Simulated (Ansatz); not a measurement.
# A vacancy of Ge at several sites of amorphous Si0.9Ge0.1 (122 atoms), part 2 of 3

At which site of amorphous Si0.9Ge0.1 (122 atoms) does a vacancy of Ge cost least, and what about the site decides it?

Ansatz 0.2.0; Kohn-Sham DFT, PBE, PAW (set soft_2), plane waves.

The cell: 110 Si and 12 Ge. The quench rate of 200 K/ps is many orders above laboratory rates. The starting topology of bonds comes from the classical model. The Brillouin zone is sampled at Γ only, in a cell whose shortest periodic width is 14 Å.

So far. Step 2 (Single point at the start): The r.m.s. force at the start is 0.53 eV/Å. Step 3 (Relaxation): The relaxation converged after 20 steps, 8.63 eV below its start, with a largest force component of 0.024 eV/Å.

**4. Single point at the relaxed geometry**

The electronic structure is read at the final geometry, in a run of its own.

The input, input.yaml:

```yaml
crystal:
  lattice:
    - [13.6169, 0.0, 0.0]
    - [0.0, 13.6169, 0.0]
    - [0.0, 0.0, 13.6169]
  atoms:
    - { symbol: Si, position: [0.57583, 0.52487, 0.05863] }
    - { symbol: Si, position: [0.95258, 0.31834, 0.26225] }
    - { symbol: Si, position: [0.50591, 0.74149, 0.50028] }
    - { symbol: Si, position: [0.2655, 0.77112, 0.63932] }
    - { symbol: Si, position: [0.65782, 0.43039, 0.62908] }
    - { symbol: Si, position: [0.63376, 0.91023, 0.31968] }
    [... 110 atom lines left out ...]
    - { symbol: Ge, position: [0.82567, 0.30915, 0.9517] }
    - { symbol: Ge, position: [0.96813, 0.86917, 0.44213] }
    - { symbol: Ge, position: [0.86145, 0.95704, 0.56307] }
    - { symbol: Ge, position: [0.05674, 0.88692, 0.15352] }
    - { symbol: Ge, position: [0.8173, 0.29899, 0.46585] }
    - { symbol: Ge, position: [0.1166, 0.31004, 0.19785] }
kpoints:
  mp_grid: { grid: [1, 1, 1] }
hamiltonian:
  xc: pbe
scf:
  occupations: { method: fermi_dirac, width: 0.025 }
output:
  forces: true
  stress: true
  populations: true
  dos:
    method: { smearing: { sigma: 0.08 } }
    de: 0.1
    projected: { site_lists: { Ge: [Ge], Si: [Si] } }
  eigenvalues: true
  write_density: true
  write_potential: true
  volumetric_format: npy
  elf: true
```

The run is started by

```console
$ ansatz run input.yaml --threads 8 --pin off --max-ram 15872MiB --backend cpu --events-out ev --progress --plain --runs-dir out
```

Log:

```text
[...]
Crystal: 122 atoms, lattice volume = 2524.845 Å³
Basis set: ecut = 420 eV, 49317 PW (Γ), exchange–correlation on 192×192×192 points (8 copies of the dense FFT grid, shifted against one another)
Bands: 426, of which v1, the nominal top of the filled ones, is band 304 counted from 1 (303 counted from 0)
Symmetry: 1 space group operations
[...]
k-points: 1
[...]
SCF iter   1: F=—  HF=-121446.492385 eV  |F-HF|=—  |Δ(HF+E_count)|=         —  Δρ=3.38e-3  dr2=9.49e-1  ethr=1.77e-3  ⟨swp⟩=6.0  Hψ=1865  notcnv=0  defer=51
[...]
SCF iter   9: F=-121446.353855 eV  HF=-121446.353855 eV  |F-HF|=6.10e-9  |Δ(HF+E_count)|=   6.84e-7  Δρ=1.19e-6  dr2=7.37e-8  ethr=1.64e-11  ⟨swp⟩=19.0  Hψ=3712  notcnv=0
SCF 1 converged in 9 iterations: F = -121446.353855 eV  dr2 = 7.37e-8
[...]
SCF converged after 9 iterations
Free energy (F): -121446.353855 eV
[...]
Internal energy: -121446.340672 eV  (E = F + TS)
E sigma→0 (E₀):  -121446.347263 eV
Entropy (-TS):   -0.013183 eV (-0.108 meV/atom)
Fermi energy:    6.478010 eV
[...]
--- Forces (eV/Å), atoms counted from 1 ---
  atom   1  Si     0.00644933    -0.00216983    -0.00183352
  atom   2  Si     0.00120124    -0.00106037    -0.00911648
  atom   3  Si     0.00037058    -0.00733036    -0.00018893
  atom   4  Si    -0.00183273     0.00746649     0.00600687
  atom   5  Si     0.00570284    -0.00348050    -0.00622300
  atom   6  Si    -0.01029986    -0.02116828    -0.00681847
  atom   7  Si    -0.00503098     0.01321886     0.00033279
  atom   8  Si     0.00139978     0.00719840     0.00017637
  atom   9  Si     0.00013290    -0.00289075    -0.00669850
  atom  10  Si    -0.01767452     0.00365983     0.01269473
  atom  11  Si    -0.00782770    -0.00180593     0.00706188
  atom  12  Si    -0.00113004    -0.00049461     0.00498333
  atom  13  Si     0.00011626    -0.00176887     0.00076174
  atom  14  Si    -0.00190504     0.00193701     0.01813228
[...]
atom 121  Ge    -0.00956078    -0.01174649    -0.00802873
  atom 122  Ge     0.00456558    -0.00007789    -0.00773897
  max |Σ_I F_I| component: 2.30e-5 eV/Å
--- Stress (GPa, compression-positive) ---
        0.706018       0.037966      -0.710116
        0.037966       0.795188       0.491950
       -0.710116       0.491950      -2.024226
  P = ⅓ Tr σ = -0.1743 GPa (-1.743 kbar)
--- Band table (eV) ---
[...]
--- Löwdin populations: 122 sites ---
  site symbol       q [e]
     0     Si      3.9847
     1     Si      3.9304
     2     Si      3.9608
[...]
121     Ge     14.0483
  spilling = 0.008994 (of n_electrons = 608.000000)
```

The job ended after 31 s (8 threads of Arm Neoverse V1, shared host; peak memory 3.2 GiB; 4 min of CPU time).

Read from the output:

- free energy: -121446.3539 eV
- free energy per atom: -995.4619 eV/atom
- SCF cycles: 9
- pressure: -0.1743 GPa
- r.m.s. force component: 0.00595 eV/Å
- longest force: 0.02699 eV/Å
- Fermi energy: 6.478 eV
- gap (highest filled to lowest empty level): 0.2025 eV
- spilling of the projection: 0.008994

Löwdin charges by element and coordination (they lack the spilled electrons, 0.045 e an atom on average):

```
element  coordination  atoms  mean charge (e)  spread    least    most
     Ge           all     12          -0.0167  0.0175  -0.0483  0.0196
     Ge             4     11            -0.02  0.0143  -0.0483  0.0061
     Ge             5      1           0.0196       0   0.0196  0.0196
     Si           all    110           0.0515   0.028  -0.0297   0.149
     Si             4     92           0.0499  0.0254   -0.006   0.149
     Si             5     17           0.0586  0.0378  -0.0297   0.128
     Si             6      1           0.0853       0   0.0853  0.0853
```

Density of states as counts of states in windows of 1 eV (from the Fermi level), total and the larger projections:

```
from (eV)  to (eV)  total  Si p  Si s  Ge p
      -14      -13    0.0   0.0   0.0   0.0
      -13      -12    2.7   0.2   2.1   0.0
      -12      -11   24.7   6.0  15.4   0.6
      -11      -10   27.0   7.5  16.3   0.9
      -10       -9   37.5  11.5  21.5   1.2
       -9       -8   36.4  12.7  20.2   1.3
       -8       -7   28.3  11.9  13.5   1.1
       -7       -6   32.3  15.2  13.8   1.3
       -6       -5   34.3  19.3  12.0   1.8
       -5       -4   42.0  31.5   6.5   3.0
       -4       -3   62.8  51.4   5.4   4.8
       -3       -2   70.2  57.8   4.7   6.3
       -2       -1   59.7  48.9   3.3   6.0
       -1        0   30.1  22.9   2.7   3.1
        0        1   33.0  20.4   6.9   2.3
        1        2   61.2  35.7  12.6   4.0
        2        3   73.4  42.7  12.1   4.6
```

The curve was stored every 0.10 eV, coarse against its broadening of 0.08 eV, so these counts are rough.

Between -25 and -14 eV lie 120 more states.

The levels nearest the highest filled one (over half full), pooled over k-points and spins:

```
level less the highest filled one (eV)  occupation
                                 -0.38           2
                                -0.309           2
                                -0.283           2
                               -0.0738        2.00
                               -0.0178        1.98
                                     0        1.97
                                 0.203       0.037
                                 0.231       0.012
                                 0.333           0
                                 0.423           0
                                 0.503           0
                                 0.533           0
```

Electrostatic potential energy in the ac plane at fractional y = 0.434, with atoms of Si and Ge within 0.2 Å of it. With pseudopotentials it is smooth inside the atoms' cores, unlike the true potential.

Ten even steps from '0' (-46 eV) to '9' (10 eV), each cell a mean:
```
99864579999987668999999999999999999999
99987788889861004899999999999999999999
99999975236862004899999889999999998889
99999961003787678889986446899999987667
99999985336899985447872002799999998678
99999998889999972004884224899999999999
99999999899999985346898878999999999999
99999998889999988889998744589999999999
99999888999998889999997300068999999988
68875446899999999999998511279999998744
26863124799999988999999877899999997300
47874335899998644788888999999999998622
89998888777886200488888999999999998888
99999986201587523689999999999999975457
89999985100489888999999999999899840005
99999998656899999999999999975457862126
99999999999999999999999999850015888889
99999999999999888999999999974247999999
99999999999999888899999999998889999999
99999987679999989999999999999987899999
99999830027999999999999988999865689999
99999730016898899999998878899876789999
99999875578988899999998888999998999999
99876789999998899999999999999999999999
```
Columns run along a (13.6 Å; values clipped at the 3rd and 97th percentile), rows up along c (13.6 Å). Atoms in or near the plane, at fractional coordinates: Si at (0.66, 0.63), Si at (0.25, 0.40), Si at (0.22, 0.85), Si at (0.21, 0.11), Si at (0.38, 0.91), Si at (0.93, 0.38), Si at (0.62, 0.80), Ge at (0.15, 0.55).

Valence density in the ac plane at fractional y = 0.434, with atoms of Si and Ge within 0.2 Å of it. It is the smooth field of the valence electrons, not physical close to the nuclei.

Ten steps, logarithmic in the rise over the least value, from '0' (0 e/Å³) to '9' (26 e/Å³), each cell a mean:
```
01122111000011211000000000000000000000
01111111111111111100000000000000000000
00001111112221111100000111000000011111
10000111011211122111111111100000012221
00000011111101112112221011100000011111
00000011111000111112222111100000001110
00000001110000112111111222100000000000
00000011110000111110001122110000000000
10001111100000111000001110111000001111
11113542100000110000011111111000001121
12236984100000111100111111100000001111
11124763110011111111111100000000001111
11001122211112111221111000000000011221
10000011111222111111000000000000111221
10000011101111111100000000001111111011
10000001111110001000000000111112221111
00000000011000111100000000111111111111
00000000000001111100000000111111100000
00000000000000111100000000001111100000
00000111111000111000000000000111110000
00000111111100000000001111001111110000
00001111011111100000011221111112211000
00001122111111110000011211100011111000
00111111100011110000001110000000000000
```
Columns run along a (13.6 Å), rows up along c (13.6 Å). Atoms in or near the plane, at fractional coordinates: Si at (0.66, 0.63), Si at (0.25, 0.40), Si at (0.22, 0.85), Si at (0.21, 0.11), Si at (0.38, 0.91), Si at (0.93, 0.38), Si at (0.62, 0.80), Ge at (0.15, 0.55).

Filled and empty levels are parted by 0.203 eV (at Γ alone); a semilocal functional tends to put such gaps too low. In a disordered cell it changes from sample to sample, and tail or defect levels can set it. Mean Löwdin charges: Ge -0.02, Si +0.05 e (they miss 0.90 % of the electrons, so they add up to more than the cell's charge). Charges this small depend on the projection, at times even in sign. Within 0.4 eV of the Fermi level the largest share is Si p (72 % of the projected weight).

**5. Vacancy of Ge, site Ge117**

The site has 4 bonded neighbours (Si4) at 2.47 Å on average, by cutoffs that count no bonds between two metal atoms or like ions. The change is made in the relaxed cell and the atoms are relaxed again.

The input, input.yaml:

```yaml
crystal:
  lattice:
    - [13.6169, 0.0, 0.0]
    - [0.0, 13.6169, 0.0]
    - [0.0, 0.0, 13.6169]
  atoms:
    [... atom lines 1 to 113 left out ...]
    - { symbol: Ge, position: [0.86069, 0.80239, 0.7943] }
    - { symbol: Ge, position: [0.59203, 0.82671, 0.83258] }
    - { symbol: Ge, position: [0.09131, 0.02162, 0.64033] }
    - { symbol: Ge, position: [0.96813, 0.86917, 0.44213] }
    - { symbol: Ge, position: [0.86145, 0.95704, 0.56307] }
    - { symbol: Ge, position: [0.05674, 0.88692, 0.15352] }
    - { symbol: Ge, position: [0.8173, 0.29899, 0.46585] }
    [... atom lines 121 to 121 left out ...]
kpoints:
  mp_grid: { grid: [1, 1, 1] }
hamiltonian:
  xc: pbe
scf:
  occupations: { method: fermi_dirac, width: 0.025 }
output:
  forces: true
  eigenvalues: true
relax:
  f_tol: 0.05
  max_steps: 90
```

Log:

```text
[...]
Crystal: 121 atoms, lattice volume = 2524.845 Å³
Basis set: ecut = 420 eV, 49317 PW (Γ), exchange–correlation on 192×192×192 points (8 copies of the dense FFT grid, shifted against one another)
Bands: 418, of which v1, the nominal top of the filled ones, is band 297 counted from 1 (296 counted from 0)
Symmetry: 1 space group operations
[...]
k-points: 1
[...]
SCF iter   1: F=—  HF=-117150.012054 eV  |F-HF|=—  |Δ(HF+E_count)|=         —  Δρ=3.26e-3  dr2=8.70e-1  ethr=1.77e-3  ⟨swp⟩=6.0  Hψ=1838  notcnv=0  defer=50
[...]
SCF iter   6: F=—  HF=-117149.895764 eV  |F-HF|=—  |Δ(HF+E_count)|=   1.98e-4  Δρ=2.29e-5  dr2=3.87e-5  ethr=3.79e-8  ⟨swp⟩=2.0  Hψ=617  notcnv=0  defer=99
SCF iter   7: F=-117149.895809 eV  HF=-117149.895806 eV  |F-HF|=3.48e-6  |Δ(HF+E_count)|=   4.18e-5  Δρ=8.15e-6  dr2=6.53e-6  ethr=6.52e-9  ⟨swp⟩=13.0  Hψ=2238  notcnv=0
SCF 1 converged in 7 iterations: F = -117149.895809 eV  dr2 = 6.53e-6
[...]
relax step   1: F+E_penalty+E_count = -117149.89580927 eV  Δ(F+E_penalty+E_count) = +0.000e0 eV  max|allowed force component| = 8.653e-1 eV/Å  Δτ_max = 0.0000 Å  (7 SCF iters, dr2 threshold 6.25e-5 eV, accepted)
[...]
relax step   2: F+E_penalty+E_count = -117150.58228338 eV  Δ(F+E_penalty+E_count) = -6.865e-1 eV  max|allowed force component| = 5.062e-1 eV/Å  Δτ_max = 0.1934 Å  (6 SCF iters, dr2 threshold 4.68e-5 eV, accepted)
[...]
relax step   3: F+E_penalty+E_count = -117150.98114684 eV  Δ(F+E_penalty+E_count) = -3.989e-1 eV  max|allowed force component| = 5.012e-1 eV/Å  Δτ_max = 0.1914 Å  (6 SCF iters, dr2 threshold 1.60e-5 eV, accepted)
relax step   4: F+E_penalty+E_count = -117151.32724272 eV  Δ(F+E_penalty+E_count) = -3.461e-1 eV  max|allowed force component| = 2.738e-1 eV/Å  Δτ_max = 0.1951 Å  (6 SCF iters, dr2 threshold 8.60e-5 eV, accepted)
relax step   5: F+E_penalty+E_count = -117151.49143352 eV  Δ(F+E_penalty+E_count) = -1.642e-1 eV  max|allowed force component| = 4.492e-1 eV/Å  Δτ_max = 0.1992 Å  (7 SCF iters, dr2 threshold 2.24e-5 eV, accepted)
relax step   6: F+E_penalty+E_count = -117151.55098329 eV  Δ(F+E_penalty+E_count) = -5.955e-2 eV  max|allowed force component| = 1.658e-1 eV/Å  Δτ_max = 0.0841 Å  (5 SCF iters, dr2 threshold 6.02e-5 eV, accepted)
relax step   7: F+E_penalty+E_count = -117151.58686789 eV  Δ(F+E_penalty+E_count) = -3.588e-2 eV  max|allowed force component| = 1.783e-1 eV/Å  Δτ_max = 0.0792 Å  (7 SCF iters, dr2 threshold 3.74e-6 eV, accepted)
relax step   8: F+E_penalty+E_count = -117151.61609301 eV  Δ(F+E_penalty+E_count) = -2.923e-2 eV  max|allowed force component| = 1.464e-1 eV/Å  Δτ_max = 0.1983 Å  (7 SCF iters, dr2 threshold 4.33e-6 eV, accepted)
relax step   9: F+E_penalty+E_count = -117151.63790840 eV  Δ(F+E_penalty+E_count) = -2.182e-2 eV  max|allowed force component| = 9.615e-2 eV/Å  Δτ_max = 0.0370 Å  (5 SCF iters, dr2 threshold 1.44e-5 eV, accepted)
relax step  10: F+E_penalty+E_count = -117151.64984114 eV  Δ(F+E_penalty+E_count) = -1.193e-2 eV  max|allowed force component| = 8.115e-2 eV/Å  Δτ_max = 0.0567 Å  (6 SCF iters, dr2 threshold 3.99e-6 eV, accepted)
relax step  11: F+E_penalty+E_count = -117151.66687715 eV  Δ(F+E_penalty+E_count) = -1.704e-2 eV  max|allowed force component| = 1.103e-1 eV/Å  Δτ_max = 0.1226 Å  (7 SCF iters, dr2 threshold 2.84e-6 eV, accepted)
relax step  12: F+E_penalty+E_count = -117151.70198986 eV  Δ(F+E_penalty+E_count) = -3.511e-2 eV  max|allowed force component| = 1.704e-1 eV/Å  Δτ_max = 0.1922 Å  (7 SCF iters, dr2 threshold 8.67e-6 eV, accepted)
relax step  13: F+E_penalty+E_count = -117151.72822385 eV  Δ(F+E_penalty+E_count) = -2.623e-2 eV  max|allowed force component| = 2.403e-1 eV/Å  Δτ_max = 0.1057 Å  (6 SCF iters, dr2 threshold 2.90e-5 eV, accepted)
relax step  14: F+E_penalty+E_count = -117151.78404880 eV  Δ(F+E_penalty+E_count) = -5.582e-2 eV  max|allowed force component| = 2.903e-1 eV/Å  Δτ_max = 0.0871 Å  (6 SCF iters, dr2 threshold 5.78e-5 eV, accepted)
relax step  15: F+E_penalty+E_count = -117151.86752010 eV  Δ(F+E_penalty+E_count) = -8.347e-2 eV  max|allowed force component| = 2.241e-1 eV/Å  Δτ_max = 0.1936 Å  (6 SCF iters, dr2 threshold 8.43e-5 eV, accepted)
relax step  16: F+E_penalty+E_count = -117151.89319298 eV  Δ(F+E_penalty+E_count) = -2.567e-2 eV  max|allowed force component| = 1.816e-1 eV/Å  Δτ_max = 0.1159 Å  (6 SCF iters, dr2 threshold 2.99e-5 eV, accepted)
relax step  17: F+E_penalty+E_count = -117151.91396620 eV  Δ(F+E_penalty+E_count) = -2.077e-2 eV  max|allowed force component| = 6.127e-2 eV/Å  Δτ_max = 0.0482 Å  (6 SCF iters, dr2 threshold 1.97e-5 eV, accepted)
[...]
relax step  18: F+E_penalty+E_count = -117151.91811136 eV  Δ(F+E_penalty+E_count) = -4.145e-3 eV  max|allowed force component| = 3.209e-2 eV/Å  Δτ_max = 0.0196 Å  (6 SCF iters, accepted)
SCF converged after 6 iterations
Free energy (F): -117151.918111 eV
[...]
Internal energy: -117151.882839 eV  (E = F + TS)
E sigma→0 (E₀):  -117151.900475 eV
Entropy (-TS):   -0.035272 eV (-0.292 meV/atom)
Fermi energy:    6.355536 eV
[...]
Σ components = -117151.918111   (vs F -117151.918111, Δ=0.00e0)
--- Forces (eV/Å), atoms counted from 1 ---
  atom   1  Si     0.00017776     0.00311947     0.00116797
  atom   2  Si     0.00176665    -0.00517559     0.00535234
  atom   3  Si     0.00087131     0.00163824     0.00422478
  atom   4  Si     0.00350814     0.00184104    -0.00130977
[...]
atom 121  Ge    -0.00326998     0.00020374     0.00037759
  max |Σ_I F_I| component: 2.56e-5 eV/Å
--- Band table (eV) ---
[...]
--- Relaxed structure (18 steps of the walk, 18 accepted, 0 SCFs on fresh bases) ---
  F+E_penalty+E_count = -117151.91811136 eV   max|allowed force component| = 3.209e-2 eV/Å
  atoms:
    - { symbol: Si, position: [0.585492, 0.517081, 0.057253] }
    - { symbol: Si, position: [0.956424, 0.327701, 0.262160] }
    - { symbol: Si, position: [0.502288, 0.737390, 0.502996] }
    - { symbol: Si, position: [0.259975, 0.769503, 0.638035] }
[...]
- { symbol: Ge, position: [0.119007, 0.317857, 0.196926] }
```

It took 5.5 min on 8 threads; peak memory 3.2 GiB.

The relaxation converged after 18 steps, 2.02 eV below its start, with a largest force component of 0.032 eV/Å.

Local excerpt of 12 atoms (numbers count through the whole input) about the place of the removed atom, after relaxation; x, y, z are measured from there.

```
 atom      x      y      z  distance (Å)  bonds
Si105   0.21  -1.30  -0.71          1.50      4
 Si48  -1.93  -0.08  -0.56          2.01      4
 Si60   1.42   0.61  -1.57          2.21      4
 Si95  -2.24   0.66   1.73          2.91      4
 Si57  -0.02   1.20   2.72          2.97      4
 Si28   1.13  -2.57   1.26          3.07      4
Si107   0.95   2.91  -1.19          3.29      4
 Si88   3.30   0.19  -0.26          3.32      4
 Si86   0.75   2.97   1.30          3.33      4
 Si99   3.07  -1.26   1.57          3.67      4
 Si65  -2.77  -2.09  -1.26          3.69      4
Si109  -2.60   1.70  -2.07          3.73      4
```

The largest move is 1.10 Å, by Si105.

**6. Vacancy of Ge, site Ge121**

The site has 5 bonded neighbours (Si5) at 2.57 Å on average. 

Input and log are left out; they have the form of those shown for this kind of step.

Run time: 2.7 min. Hardware: 8 threads of Arm Neoverse V1, shared host; peak memory 3.2 GiB; 20 min of CPU time.

The relaxation converged after 9 steps, 0.827 eV below its start, with a largest force component of 0.048 eV/Å.

**7. Vacancy of Ge, site Ge119**

The site has 4 bonded neighbours (Si3Ge) at 2.52 Å on average. 

Input and log are left out; they have the form of those shown for this kind of step.

It took 4.7 min on 8 threads of Arm Neoverse V1, shared host; peak memory 3.2 GiB.

The relaxation converged after 16 steps, 2.13 eV below its start, with a largest force component of 0.022 eV/Å.

(Continued in part 3 of 3.)

[Long decimals in the printed logs are rounded to 6 places.]

[Logs are printed without paths, hosts, clocks, repeated set-up lines and the standing remarks that a program may print on its own settings, such as how far it seeks lower states.]

[Hosts, paths, dates, database ids (printed as entryN), source tags and the programs' standing remarks are cut or masked in the printed files.]
